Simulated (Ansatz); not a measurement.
# A hypothetical structure for ZnW

This structure for ZnW is made up. Its elements were placed in a known structure type with a cell scaled to their sizes. What cell does the guess relax to, and how far off was it?

Calculated with Ansatz 0.2.0; DFT, PBEsol, plane-wave PAW, files of the set soft_1, scalar-relativistic, no spin, cell and ions relaxed at zero pressure; PAW set soft_1, in the first sound run; inputs show where later runs differ.

### Step 1. The starting structure

The structure is cubic, space group Pm-3m (No. 221). The conventional cell has a = 3.170 Å, b = 3.170 Å, c = 3.170 Å, α = 90.00°, β = 90.00°, γ = 90.00°. Nearest to W lie 8 Zn at 2.75 Å. Nearest to Zn lie 8 W at 2.75 Å. Farther neighbours are not listed.

### Step 2. Relaxation of the guess

The guess takes its coordinates from another compound and its volume from a rule, so the cell and any free coordinates are relaxed together.

input.yaml

```yaml
crystal:
  lattice:
    - [3.17, 0.0, 0.0]
    - [0.0, 3.17, 0.0]
    - [0.0, 0.0, 3.17]
  atoms:
    - { symbol: W, position: [0.5, 0.5, 0.5] }
    - { symbol: Zn, position: [0.0, 0.0, 0.0] }
kpoints:
  mp_grid: { grid: [8, 8, 8] }
scf:
  occupations: { method: fermi_dirac, width: 0.05 }
hamiltonian:
  xc: pbesol
  pseudopotentials: { kind: paw, azcp: { folder: soft_1 }, xc_functional: pbe }
relax:
  f_tol: 0.015
  max_steps: 70
  cell: {}
output:
  forces: true
  stress: true
```

Run with:

```console
$ ansatz run input.yaml --threads 4 --pin off --max-ram 8192MiB --backend cpu --events-out ev --progress --plain --runs-dir out
```

Numbers of over 12 decimals in the logs are rounded to 6 here.

The program printed:

```text
Engine: ansatz 0.2.0, aarch64-unknown-linux-gnu
Pseudopotentials: kind: paw
Pseudopotential: W, paw, valence charge 14, recommended cutoff 420 eV (normal), soft_1/W.paw.azcp
Pseudopotential: Zn, paw, valence charge 12, recommended cutoff 420 eV (normal), soft_1/Zn.paw.azcp
Functional definition: PBEsol
  exchange = pbesol_x
  correlation = pbesol_c
Crystal: 2 atoms, lattice volume = 31.855 Å³
Basis set: ecut = 420 eV, 619 PW (Γ), exchange–correlation on 48×48×48 points (8 copies of the dense FFT grid, shifted against one another)
Bands: 17, of which v1, the nominal top of the filled ones, is band 13 counted from 1 (12 counted from 0)
Symmetry: 48 space group operations
Space group: Pm-3m (ITA 221), of the structure as read, at distance tolerance 3.2e-5 Å
k-points: 35 of 512
Non-local potential: W, projectors of the file, l = 0: 3, l = 1: 2, l = 2: 2, l = 3: 1
Non-local potential: Zn, projectors of the file, l = 0: 2, l = 1: 2, l = 2: 3, l = 3: 1
PAW form: soft (Blöchl's): semilocal exchange-correlation on the pseudo side does not see the compensation charge
PAW frozen core: W, regenerated for the run's functional, and the local potential with it (the file was generated under x = pbe(κ = 0.804, μ = 0.219515), c = pbe(β = 0.066725))
PAW frozen core: Zn, regenerated for the run's functional, and the local potential with it (the file was generated under x = pbe(κ = 0.804, μ = 0.219515), c = pbe(β = 0.066725))
PAW one-centre angular grid: W, 590 points (default); XC on 64 Gauss nodes
PAW one-centre angular grid: Zn, 590 points (default); XC on 64 Gauss nodes
Initial density: superposition of atomic densities (chi_scale 0.1, normalization cell, long waves kept (reshape's long-wave potential 0.00 eV rms))
Initial wavefunctions: pseudopotential atomic-orbital guess
Functional: x = pbesol(κ = 0.804, μ = 0.123457), c = pbesol(β = 0.046)
SCF iter   1: F=—  HF=-13537.609515 eV  |F-HF|=—  |Δ(HF+E_count)|=         —  Δρ=6.39e-2  dr2=1.78e0  ethr=3.10e-3  ⟨swp⟩=5.4  Hψ=3157  notcnv=0
preconditioner: auto → none  [insulator: Δε(μ)=0.173 eV  Ē_g=9.145 eV  σ=0.050 eV  W_gap=0.64  n_scr=6 (ndim 8)  ℏωp=27.9 eV  f_vac=0.000  D(μ)=1.87/eV (n_scr^D=18)  ε∞_Penn≈10.3]
SCF iter   2: F=—  HF=-13537.152285 eV  |F-HF|=—  |Δ(HF+E_count)|=   4.57e-1  Δρ=3.28e-2  dr2=4.08e-1  ethr=3.10e-3  ⟨swp⟩=3.0  Hψ=1508  notcnv=0  defer=3
SCF iter   3: F=—  HF=-13537.048812 eV  |F-HF|=—  |Δ(HF+E_count)|=   1.03e-1  Δρ=1.09e-2  dr2=1.90e-2  ethr=1.57e-3  ⟨swp⟩=2.9  Hψ=1242  notcnv=0  defer=5
SCF iter   4: F=—  HF=-13537.045017 eV  |F-HF|=—  |Δ(HF+E_count)|=   3.80e-3  Δρ=4.23e-3  dr2=4.04e-3  ethr=7.30e-5  ⟨swp⟩=2.7  Hψ=1193  notcnv=0  defer=5
SCF iter   5: F=—  HF=-13537.044266 eV  |F-HF|=—  |Δ(HF+E_count)|=   7.51e-4  Δρ=6.82e-4  dr2=7.80e-5  ethr=1.55e-5  ⟨swp⟩=2.0  Hψ=821  notcnv=0  defer=5
SCF iter   6: F=—  HF=-13537.044269 eV  |F-HF|=—  |Δ(HF+E_count)|=   2.75e-6  Δρ=1.48e-4  dr2=7.46e-6  ethr=3.00e-7  ⟨swp⟩=2.0  Hψ=893  notcnv=0  defer=5
SCF iter   7: F=—  HF=-13537.044267 eV  |F-HF|=—  |Δ(HF+E_count)|=   1.78e-6  Δρ=2.57e-5  dr2=2.29e-7  ethr=2.87e-8  ⟨swp⟩=2.4  Hψ=816  notcnv=0  defer=5
SCF iter   8: F=-13537.044267 eV  HF=-13537.044267 eV  |F-HF|=2.80e-10  |Δ(HF+E_count)|=   6.05e-8  Δρ=1.35e-6  dr2=3.96e-10  ethr=3.85e-10  ⟨swp⟩=4.5  Hψ=1976  notcnv=0
SCF 1 converged in 8 iterations: F = -13537.044267 eV  dr2 = 3.96e-10
  greatest PAW one-centre occupation: 0.999 electrons in one spin orbital (limit 2), on the W atom at site 0 (counted from 0), in its partial waves of l = 0
relax step   1: F+E_penalty+E_count = -13537.04426739 eV  Δ(F+E_penalty+E_count) = +0.000e0 eV  max|allowed force component| = 1.094e-28 eV/Å  Δτ_max = 0.0000 Å  P = -18.797 GPa  Ω = 31.855 Å³  (8 SCF iters, dr2 threshold 1.00e-7 eV, accepted)
Crystal: 2 atoms, lattice volume = 27.420 Å³
Basis set: ecut = 420 eV, 515 PW (Γ), exchange–correlation on 48×48×48 points (8 copies of the dense FFT grid, shifted against one another)
Initial density: handed on by an earlier stage of this run
Initial wavefunctions: those handed on with the density
iter 1 solved again at ethr=2.37e-4 eV; its pass at ethr=3.10e-3 eV (dr2=6.16e-2 eV) is discarded
SCF iter   1: F=—  HF=-13537.247025 eV  |F-HF|=—  |Δ(HF+E_count)|=         —  Δρ=1.83e-2  dr2=6.22e-2  ethr=2.37e-4  ⟨swp⟩=1.1  Hψ=3657  notcnv=0
preconditioner: auto → none  [metal: Δε(μ)=0.020 eV  Ē_g=9.432 eV  σ=0.050 eV  W_gap=0.10  n_scr=6 (ndim 8)  ℏωp=30.1 eV  f_vac=0.000  D(μ)=2.87/eV (n_scr^D=32)]
SCF iter   2: F=—  HF=-13537.247981 eV  |F-HF|=—  |Δ(HF+E_count)|=   9.56e-4  Δρ=1.71e-2  dr2=4.79e-2  ethr=2.37e-4  ⟨swp⟩=2.8  Hψ=1083  notcnv=0
SCF iter   3: F=—  HF=-13537.232531 eV  |F-HF|=—  |Δ(HF+E_count)|=   1.55e-2  Δρ=1.80e-3  dr2=4.34e-4  ethr=1.84e-4  ⟨swp⟩=2.0  Hψ=1311  notcnv=0  defer=6
SCF iter   4: F=—  HF=-13537.233094 eV  |F-HF|=—  |Δ(HF+E_count)|=   5.64e-4  Δρ=6.93e-4  dr2=5.08e-5  ethr=1.67e-6  ⟨swp⟩=2.0  Hψ=894  notcnv=0  defer=6
SCF iter   5: F=—  HF=-13537.233188 eV  |F-HF|=—  |Δ(HF+E_count)|=   9.39e-5  Δρ=5.01e-4  dr2=3.63e-5  ethr=1.95e-7  ⟨swp⟩=2.0  Hψ=904  notcnv=0  defer=6
SCF iter   6: F=—  HF=-13537.233178 eV  |F-HF|=—  |Δ(HF+E_count)|=   1.07e-5  Δρ=1.06e-4  dr2=1.92e-6  ethr=1.39e-7  ⟨swp⟩=2.0  Hψ=889  notcnv=0  defer=6
SCF iter   7: F=-13537.233177 eV  HF=-13537.233177 eV  |F-HF|=6.77e-10  |Δ(HF+E_count)|=   3.77e-7  Δρ=3.84e-6  dr2=1.78e-9  ethr=7.69e-10  ⟨swp⟩=3.8  Hψ=2361  notcnv=0
SCF 2 converged in 7 iterations: F = -13537.233177 eV  dr2 = 1.78e-9
relax step   2: F+E_penalty+E_count = -13537.23317727 eV  Δ(F+E_penalty+E_count) = -1.889e-1 eV  max|allowed force component| = 6.393e-30 eV/Å  Δτ_max = 0.0000 Å  P = +9.349 GPa  Ω = 27.420 Å³  energy of the carried Pulay correction = +2.318e-3 eV  (7 SCF iters, dr2 threshold 2.00e-7 eV, accepted)
Crystal: 2 atoms, lattice volume = 28.749 Å³
Basis set: ecut = 420 eV, 587 PW (Γ), exchange–correlation on 48×48×48 points (8 copies of the dense FFT grid, shifted against one another)
iter 1 solved again at ethr=3.05e-5 eV; its pass at ethr=3.10e-3 eV (dr2=7.92e-3 eV) is discarded
SCF iter   1: F=—  HF=-13537.263788 eV  |F-HF|=—  |Δ(HF+E_count)|=         —  Δρ=6.20e-3  dr2=8.04e-3  ethr=3.05e-5  ⟨swp⟩=1.1  Hψ=3633  notcnv=0
preconditioner: auto → none  [metal: Δε(μ)=0.028 eV  Ē_g=9.309 eV  σ=0.050 eV  W_gap=0.14  n_scr=6 (ndim 8)  ℏωp=29.4 eV  f_vac=0.000  D(μ)=2.67/eV (n_scr^D=26)]
SCF iter   2: F=—  HF=-13537.263773 eV  |F-HF|=—  |Δ(HF+E_count)|=   1.51e-5  Δρ=5.96e-3  dr2=6.21e-3  ethr=3.05e-5  ⟨swp⟩=2.0  Hψ=1050  notcnv=0
SCF iter   3: F=—  HF=-13537.261856 eV  |F-HF|=—  |Δ(HF+E_count)|=   1.92e-3  Δρ=6.35e-4  dr2=6.56e-5  ethr=2.39e-5  ⟨swp⟩=2.0  Hψ=1293  notcnv=0  defer=4
SCF iter   4: F=—  HF=-13537.261929 eV  |F-HF|=—  |Δ(HF+E_count)|=   7.36e-5  Δρ=3.37e-4  dr2=1.58e-5  ethr=2.52e-7  ⟨swp⟩=2.0  Hψ=891  notcnv=0  defer=4
SCF iter   5: F=—  HF=-13537.261939 eV  |F-HF|=—  |Δ(HF+E_count)|=   9.08e-6  Δρ=1.45e-4  dr2=4.43e-6  ethr=6.09e-8  ⟨swp⟩=2.1  Hψ=823  notcnv=0  defer=4
SCF iter   6: F=-13537.261937 eV  HF=-13537.261937 eV  |F-HF|=2.21e-8  |Δ(HF+E_count)|=   1.73e-6  Δρ=9.43e-6  dr2=2.60e-8  ethr=7.69e-10  ⟨swp⟩=3.2  Hψ=2556  notcnv=0
SCF 3 converged in 6 iterations: F = -13537.261937 eV  dr2 = 2.60e-8
relax step   3: F+E_penalty+E_count = -13537.26193676 eV  Δ(F+E_penalty+E_count) = -2.876e-2 eV  max|allowed force component| = 4.240e-30 eV/Å  Δτ_max = 0.0000 Å  P = -1.762 GPa  Ω = 28.749 Å³  energy of the carried Pulay correction = +1.588e-3 eV  (6 SCF iters, dr2 threshold 2.00e-7 eV, accepted)
Crystal: 2 atoms, lattice volume = 28.530 Å³
iter 1 solved again at ethr=8.88e-7 eV; its pass at ethr=3.10e-3 eV (dr2=2.31e-4 eV) is discarded
SCF iter   1: F=—  HF=-13537.263390 eV  |F-HF|=—  |Δ(HF+E_count)|=         —  Δρ=9.69e-4  dr2=1.89e-4  ethr=8.88e-7  ⟨swp⟩=2.1  Hψ=3360  notcnv=0
preconditioner: auto → none  [metal: Δε(μ)=0.017 eV  Ē_g=9.281 eV  σ=0.050 eV  W_gap=0.09  n_scr=6 (ndim 8)  ℏωp=29.5 eV  f_vac=0.000  D(μ)=2.74/eV (n_scr^D=32)]
SCF iter   2: F=—  HF=-13537.263396 eV  |F-HF|=—  |Δ(HF+E_count)|=   5.96e-6  Δρ=9.17e-4  dr2=1.46e-4  ethr=7.25e-7  ⟨swp⟩=2.0  Hψ=910  notcnv=0
SCF iter   3: F=—  HF=-13537.263350 eV  |F-HF|=—  |Δ(HF+E_count)|=   4.58e-5  Δρ=9.79e-5  dr2=1.47e-6  ethr=5.60e-7  ⟨swp⟩=2.0  Hψ=854  notcnv=0
SCF iter   4: F=—  HF=-13537.263352 eV  |F-HF|=—  |Δ(HF+E_count)|=   1.90e-6  Δρ=4.38e-5  dr2=1.99e-7  ethr=7.69e-10  ⟨swp⟩=5.0  Hψ=2220  notcnv=0
SCF iter   5: F=-13537.263353 eV  HF=-13537.263353 eV  |F-HF|=6.88e-8  |Δ(HF+E_count)|=   2.22e-7  Δρ=1.44e-5  dr2=7.94e-8  ethr=7.65e-10  ⟨swp⟩=4.2  Hψ=1936  notcnv=0
SCF 4 converged in 5 iterations: F = -13537.263353 eV  dr2 = 7.94e-8
relax step   4: F+E_penalty+E_count = -13537.26335252 eV  Δ(F+E_penalty+E_count) = -1.416e-3 eV  max|allowed force component| = 3.188e-30 eV/Å  Δτ_max = 0.0000 Å  P = -0.119 GPa  Ω = 28.530 Å³  energy of the carried Pulay correction = +1.706e-3 eV  (5 SCF iters, dr2 threshold 2.00e-7 eV, accepted)
Crystal: 2 atoms, lattice volume = 28.514 Å³
iter 1 solved again at ethr=3.35e-9 eV; its pass at ethr=3.10e-3 eV (dr2=8.71e-7 eV) is discarded
SCF iter   1: F=—  HF=-13537.263365 eV  |F-HF|=—  |Δ(HF+E_count)|=         —  Δρ=5.99e-5  dr2=6.70e-7  ethr=3.35e-9  ⟨swp⟩=2.2  Hψ=3361  notcnv=0
preconditioner: auto → none  [metal: Δε(μ)=0.018 eV  Ē_g=9.296 eV  σ=0.050 eV  W_gap=0.09  n_scr=6 (ndim 8)  ℏωp=29.5 eV  f_vac=0.000  D(μ)=2.73/eV (n_scr^D=32)]
SCF iter   2: F=—  HF=-13537.263367 eV  |F-HF|=—  |Δ(HF+E_count)|=   1.75e-6  Δρ=5.42e-5  dr2=4.74e-7  ethr=2.58e-9  ⟨swp⟩=2.0  Hψ=897  notcnv=0
SCF iter   3: F=-13537.263367 eV  HF=-13537.263367 eV  |F-HF|=8.64e-9  |Δ(HF+E_count)|=   1.47e-7  Δρ=6.70e-6  dr2=6.74e-9  ethr=1.37e-10  ⟨swp⟩=3.6  Hψ=2365  notcnv=0
SCF 5 converged in 3 iterations: F = -13537.263367 eV  dr2 = 6.74e-9
relax step   5: F+E_penalty+E_count = -13537.26336689 eV  Δ(F+E_penalty+E_count) = -1.437e-5 eV  max|allowed force component| = 7.889e-31 eV/Å  Δτ_max = 0.0000 Å  P = -0.003 GPa  Ω = 28.514 Å³  energy of the carried Pulay correction = +1.714e-3 eV  (3 SCF iters, dr2 threshold 3.55e-8 eV, accepted)
Initial wavefunctions: pseudopotential atomic-orbital guess (no wavefunctions were taken with the density)
iter 1 solved again at ethr=9.56e-8 eV; its pass at ethr=3.10e-3 eV (dr2=2.48e-5 eV) is discarded
SCF iter   1: F=—  HF=-13537.261700 eV  |F-HF|=—  |Δ(HF+E_count)|=         —  Δρ=2.79e-4  dr2=6.48e-6  ethr=9.56e-8  ⟨swp⟩=3.0  Hψ=4718  notcnv=0
preconditioner: auto → none  [metal: Δε(μ)=0.018 eV  Ē_g=9.297 eV  σ=0.050 eV  W_gap=0.09  n_scr=6 (ndim 8)  ℏωp=29.5 eV  f_vac=0.000  D(μ)=2.73/eV (n_scr^D=32)]
SCF iter   2: F=—  HF=-13537.261698 eV  |F-HF|=—  |Δ(HF+E_count)|=   1.61e-6  Δρ=3.21e-4  dr2=1.30e-5  ethr=2.49e-8  ⟨swp⟩=2.0  Hψ=862  notcnv=0
SCF iter   3: F=—  HF=-13537.261704 eV  |F-HF|=—  |Δ(HF+E_count)|=   5.98e-6  Δρ=3.00e-4  dr2=1.74e-5  ethr=2.49e-8  ⟨swp⟩=2.0  Hψ=910  notcnv=0
SCF iter   4: F=—  HF=-13537.261698 eV  |F-HF|=—  |Δ(HF+E_count)|=   6.39e-6  Δρ=2.15e-5  dr2=9.44e-8  ethr=2.49e-8  ⟨swp⟩=2.0  Hψ=910  notcnv=0
SCF iter   5: F=—  HF=-13537.261701 eV  |F-HF|=—  |Δ(HF+E_count)|=   2.67e-6  Δρ=5.47e-6  dr2=3.16e-9  ethr=3.63e-10  ⟨swp⟩=2.2  Hψ=798  notcnv=0
SCF iter   6: F=—  HF=-13537.261701 eV  |F-HF|=—  |Δ(HF+E_count)|=  3.67e-10  Δρ=4.79e-7  dr2=2.37e-11  ethr=1.21e-11  ⟨swp⟩=2.6  Hψ=989  notcnv=0
SCF iter   7: F=-13537.261701 eV  HF=-13537.261701 eV  |F-HF|=3.64e-12  |Δ(HF+E_count)|=  3.64e-12  Δρ=2.33e-8  dr2=9.92e-14  ethr=1.00e-12  ⟨swp⟩=5.2  Hψ=2391  notcnv=0
SCF 6 converged in 7 iterations: F = -13537.261701 eV  dr2 = 9.92e-14
relax step   6: F+E_penalty+E_count = -13537.26170063 eV  Δ(F+E_penalty+E_count) = +1.666e-3 eV  max|allowed force component| = 4.684e-30 eV/Å  Δτ_max = 0.0000 Å  P = -0.014 GPa  Ω = 28.514 Å³  stress off target by 1.42e-2 GPa  SCF on the basis re-selected at this cell (its energy is not comparable with the rows above)  (7 SCF iters)
basis re-selected at this cell: Δ(F+E_penalty+E_count) = +1.666e-3 eV, ΔP = -0.011 GPa vs the last step (what re-selecting the basis moved, of the pressure what is left beyond the Pulay correction that the steps carried, after the strain that the cell walked since its last selection, with what the two solves' SCF thresholds leave and, on support functions, any second-order correction that the steps lacked; it is no m [...]
SCF converged after 7 iterations
Free energy (F): -13537.261701 eV
Harris-Foulkes:  -13537.261701 eV  (|F-HF|=3.64e-12)
Internal energy: -13537.241056 eV  (E = F + TS)
E sigma→0 (E₀):  -13537.251378 eV
Entropy (-TS):   -0.020645 eV (-10.322 meV/atom)
Fermi energy:    18.113983 eV
--- Per-component energies (eV) ---
  E_band       = -6.173179
  E_kinetic    = 572.755259
  E_local      = -2175.628205  (includes V_loc(G=0)·N_el)
  E_nonlocal   = 792.065136
  E_hartree    = 833.444448
  E_xc         = -345.219326
  E_vxc        = -284.551649  (∫ρ·V_xc dr)
  E_paw        = -10307.219958  (= ΣΔE_a)
  E_vpaw       = -577.702517  (= ΣTr[D̂ρ^β])
  E_aug_tail   = -0.000099  (compensation charges beyond the density's cutoff)
  E_ewald      = -2908.457524
  E_core_change = 1.019214  (= ΣΔE_core)
  E_smearing   = -0.020645  (= −TS)
  E_closure    = -0.000000  (closes the sum)
  Σ components = -13537.261701   (vs F -13537.261701, Δ=0.00e0)
--- Forces (eV/Å), atoms counted from 1 ---
  atom   1  W     -0.00000000     0.00000000    -0.00000000
  atom   2  Zn    -0.00000000    -0.00000000    -0.00000000
  max |Σ_I F_I| component: 9.56e-30 eV/Å
--- Stress (GPa, compression-positive) ---
       -0.014166       0.000000       0.000000
        0.000000      -0.014166      -0.000000
        0.000000      -0.000000      -0.014166
  P = ⅓ Tr σ = -0.0142 GPa (-0.142 kbar)
--- Relaxed structure (5 steps of the walk, 5 accepted, 1 SCFs on fresh bases) ---
  F+E_penalty+E_count = -13537.26170063 eV   max|allowed force component| = 4.684e-30 eV/Å   (the final SCF, on the basis selected at the relaxed cell)
  cell:  # Å, volume = 28.5142 Å³
    - [3.055066, 0, 0]
    - [0, 3.055066, 0]
    - [0, 0, 3.055066]
  atoms:
    - { symbol: W, position: [0.5, 0.5, 0.5] }
    - { symbol: Zn, position: [0, 0, 0] }
```

Run time: 2.6 s. Hardware: 4 threads of Arm Neoverse V1, shared host; peak memory 0.32 GiB; 8.2 s of CPU time.

Relaxation path:

```csv
step,energy less that of the first step (eV),largest force component (eV/Å),pressure (GPa),volume (Å³)
1,0.0000,0.0000,-18.80,31.86
2,-0.1889,0.0000,9.35,27.42
3,-0.2177,0.0000,-1.76,28.75
4,-0.2191,0.0000,-0.12,28.53
5,-0.2191,0.0000,0.00,28.51
6*,-0.2174,0.0000,-0.01,28.51
```

Relaxation steps marked * repeat the geometry before them on a plane-wave basis chosen anew for their cell, so energy and pressure can jump there.

Forces are held to the 48 operations that the run works with; a distortion that breaks them can't arise in this run.

```csv
"conventional cell, symmetrised",before,after,change
a (Å),3.170,3.055,-3.6 %
b (Å),3.170,3.055,-3.6 %
c (Å),3.170,3.055,-3.6 %
volume (Å³/atom),15.93,14.26,-10.5 %
```

Final coordinates:

```cif
data_structure
_symmetry_space_group_name_H-M 'P 1'
_symmetry_Int_Tables_number 1
_cell_length_a 3.0551
_cell_length_b 3.0551
_cell_length_c 3.0551
_cell_angle_alpha 90.000
_cell_angle_beta 90.000
_cell_angle_gamma 90.000
_cell_volume 28.51
loop_
_atom_site_label
_atom_site_type_symbol
_atom_site_fract_x
_atom_site_fract_y
_atom_site_fract_z
_atom_site_occupancy
W1 W 0.50000 0.50000 0.50000 1
Zn2 Zn 0.00000 0.00000 0.00000 1
```

This step gave:

```yaml
free_energy: -13537.2617 eV
energy_at_zero_smearing: -13537.2514 eV
smearing_term_ts: 0.02064 eV
fermi_energy: 18.11 eV
electrons: 26
symmetry_operations: 48
pressure: -0.01417 GPa
```

The shortest distance of each pair, which need not be the same contact before and after:

```csv
pair,guess (Å),relaxed (Å)
W–Zn,2.745,2.646
W–W,3.170,3.055
Zn–Zn,3.170,3.055
```

The relaxation ends with a pressure of -0.01 GPa.

[end of part 1 of 2]

[Logs are printed without paths, hosts, clocks, repeated set-up lines and the standing remarks that a program may print on its own settings, such as how far it seeks lower states.]

[Hosts, paths, dates, database ids (printed as entryN), source tags and the programs' standing remarks are cut or masked in the printed files.]
